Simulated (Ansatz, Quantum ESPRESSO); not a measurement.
# Cu (111), fcc: biaxial strain and the free axis

A thin film takes the in-plane lattice of its substrate and is free along the normal. How do the free axis and the stress follow the misfit? The strained cell has c along the film normal; unstrained it is a = 2.5147 Å, b = 2.5147 Å, c = 6.1598 Å, α = 90.00°, β = 90.00°, γ = 120.00°, with 3 atoms.

Calculated with Quantum ESPRESSO 7.5, PBEsol, GBRV 1.5 ultrasoft potentials, cutoff 680 eV, Fermi–Dirac smearing 0.05 eV, k-mesh 20×20×7, no spin polarisation, no spin-orbit coupling.

Relaxed positions at 0 %:

```csv
atom,x,y,z
Cu,0.0000,0.0000,0.0000
Cu,0.3333,0.6667,0.3333
Cu,0.6667,0.3333,0.6667
```

```
ε∥ (%)   a (Å)   c (Å)  ε⊥ (%)  σ (GPa, tension positive)
    −3  2.4393  6.2901   2.115                     −12.72
    −1  2.4896  6.2032   0.704                      −3.83
     0  2.5147  6.1600   0.004                      −0.17
     1  2.5399  6.1147  −0.732                       2.90
     2  2.5650  6.0707  −1.446                       5.63
     3  2.5902  6.0264  −2.166                       8.00
```

**Question.** Fit both responses and give the free strain and the stress at −2 %, a row left out above.

Least squares with y = y0 + y1 ε + y2 ε² (ε in %) gives ε⊥ = −0.007 + (−0.7142) ε + (−0.0022) ε² and σ = −0.22 + (3.438) ε + (−0.240) ε² GPa. The linear terms put the ratio of free to applied strain at −0.714 and the biaxial modulus at 344 GPa.

At −2 % the free strain comes out as 1.413 %. The run itself gives 1.399 %, so the estimate misses by 0.014 %; the fitted rows themselves lie up to 0.011 % off the law.

The stress comes out as −8.05 GPa. The run itself gives −8.02 GPa, so the estimate misses by 0.03 GPa; the fitted rows themselves lie up to 0.08 GPa off the law.

The negative ε² term means that the crystal stiffens in compression and softens in tension.

The same fit over all rows at other levels or in other programs gives the strain ratio = −0.723 with PBEsol (Ansatz).

[Logs are printed without paths, hosts, clocks, repeated set-up lines and the standing remarks that a program may print on its own settings, such as how far it seeks lower states.]
